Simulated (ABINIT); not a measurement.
Computed results, one entry a study.

### Quasiparticle gap of Na2H6Pt (Fm-3m) in ABINIT

It takes space group Fm-3m (No. 225, cubic). The conventional cell has a = 7.259 Å, b = 7.259 Å, c = 7.259 Å, α = 90.00°, β = 90.00°, γ = 90.00°. Nearest to Na lie 12 H at 2.57 Å. H has 1 Pt at 1.64 Å and 4 H at 2.32 Å and 4 Na at 2.57 Å nearest. Nearest to Pt lie 6 H at 1.64 Å. Farther neighbours are not listed.

* method: RPA screening on PBEsol with spin-orbit coupling, plane waves, norm-conserving pseudopotentials (and 2 further levels or steps)
* program: ABINIT 10.8.3
* settings of one run: cutoff 38 Ha, PseudoDojo fully relativistic 0.4 standard, norm-conserving, ngkpt (2, 2, 2), nband 134, ecuteps 3.6 Ha, shiftk (0, 0, 0), symchi 1, awtr 1, frequency ppm, 2×2×2 k-mesh
* cost: 5 runs, 16 min in all on 4 MPI ranks of Arm Neoverse N1, shared host (the runs of this entry)
* notes: The program’s warnings: Neglecting <n,k|[Vnl,iqr]|m,k> and nproc spkpt=  >= nkpt= * nsppol=. The cell and positions are those that the Materials Project relaxed with its own functionals (PBE, PBE+U or r2SCAN), kept fixed. Limits: screening head approximate; d states lean on the start. Bands and cutoff are finite, so the gap is not at the basis limit. The miss can reach some tenths of an eV and take either sign; the mesh is an error of its own. The 2×2×2 mesh is coarse for this cell, which bears on the long-range parts of exchange and screening.
* PBEsol gap: 3.28 eV, indirect
* G0W0 gap on the mesh: 5.40 eV
* GW settings: 2×2×2 mesh, 134 bands, screening to 98 eV, Godby-Needs plasmon pole
* known limits: not at the basis limit; screening head approximate; d states lean on the start; coarse k mesh

G0W0 moves the gap on the mesh from 3.28 eV to 5.40 eV (+2.13 eV), with Z of 0.82 and 0.84 at the edges. Local fields lower the RPA ε∞ on this mesh from 4.73 to 3.85; a Γ-centred mesh this coarse tends to raise both, most where the direct gap is narrow, while a short band sum lowers them.

[Runs of the session that timed out or met a known fault of the program may be left out.]

[Hosts, paths, dates, database ids (printed as entryN), source tags and the programs' standing remarks are cut or masked in the printed files.]

[G0W0 gaps are taken among the corrected bands and points alone; a level outside them can change the order at an edge.]

[Where Ansatz stands beside ABINIT at settings called matched, ABINIT's density can come from a denser mesh and the files from another edition; pairs whose starting gaps differed by over 0.03 eV were left out, so agreement reads better than it is.]
